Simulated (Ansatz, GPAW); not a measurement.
# Atomic orbitals against plane waves on 10 relaxed junctions

How near do orbital bases of three sizes come to a plane-wave transmission, and how do their times compare?

**Method.** GPAW 26.7.0 in a basis of numerical atomic orbitals with PAW setups; lead and junction are solved self-consistently in repeated cells 9 Å or more across, their Hamiltonian and overlap matrices go into Green's functions with semi-infinite leads (ASE), and T is the Landauer transmission at zero bias, at the junction cell's Fermi level, for one spin or as the mean of both where a run is spin-polarised. The reference is Ansatz 0.2.0 (plane waves, PAW datasets, transmission by matching layers) on the same cell, meshes and smearing; PBE throughout. sz: one function a shell; szp: with polarisation; dzp: two functions a shell with polarisation. All levels use the geometry relaxed with plane waves.

What came out:

| junction | T, plane waves | dzp | szp | sz |
| --- | --- | --- | --- | --- |
| Ir chain with CO on top of one atom (rebuilt) | 2.8 | 2.82 | 2.8 | 2.79 |
| Ir chain with an Al atom on top of one atom (rebuilt) | 2.41 | 2.47 | 2.54 | 2.56 |
| Pt chain with a Sn atom on top of one atom (rebuilt) | 2.12 | 2.12 | 2.11 | 2.11 |
| Pd chain with a Mg atom on top of one atom (rebuilt) | 1.2 | 1.17 | 0.929 | 0.921 |
| Pb chain with two Cu atoms in line (rebuilt) | 1.04 | 0.994 | 0.998 | 1.02 |
| Au chain with a Ni atom bridging one bond (rebuilt) | 0.797 | 0.785 | 0.675 | 0.822 |
| Pb chain with one O atom in line (rebuilt) | 0.743 | 0.895 | 1.08 | 1.2 |
| Ag chain with a P atom bridging one bond (rebuilt) | 0.73 | 0.736 | 0.704 | 0.667 |
| Ti chain with an Ag atom bridging one bond (rebuilt) | 0.61 | 0.576 | 0.55 | 0.569 |
| fluorene-2,7-dithiol between two Al chains (rebuilt) | 0.00308 | 0.00364 | 0.00416 | 0.00564 |

**Reading.** Within 10 % of the plane-wave T lie 8 of 10 junctions in dzp, 6 of 10 junctions in szp and 7 of 10 junctions in sz. The median miss is 2.5 % (dzp), 7.6 % (szp) and 6.5 % (sz). The dzp basis is farthest off for Pb chain with one O atom in line (rebuilt) (0.895 against 0.743). The median miss doesn't fall at each step of the basis: errors of level position can cancel at one energy. In wall time on shared hosts the szp runs took a median 0.70 and the minimal basis 0.54 of the dzp time.

**Limits.** The two programs also differ in their PAW data, so part of each miss isn't the basis. T at one energy is a hard test where a resonance or band edge lies near. Spin-orbit coupling is left out, which matters for the heavier atoms here. Junctions whose dzp lead is shut at the Fermi level or whose end layer misses the lead by over 0.25 eV were left out, as were those with T under 1e-4 or a step of over 50 meV between the plane-wave lead's periods. Short lead: that step is over 25 meV, more than the program accepts, so the reference itself is in doubt. Rebuilt: atoms moved over 0.6 Å on relaxing, so the name is that of the start and the chain may have broken.
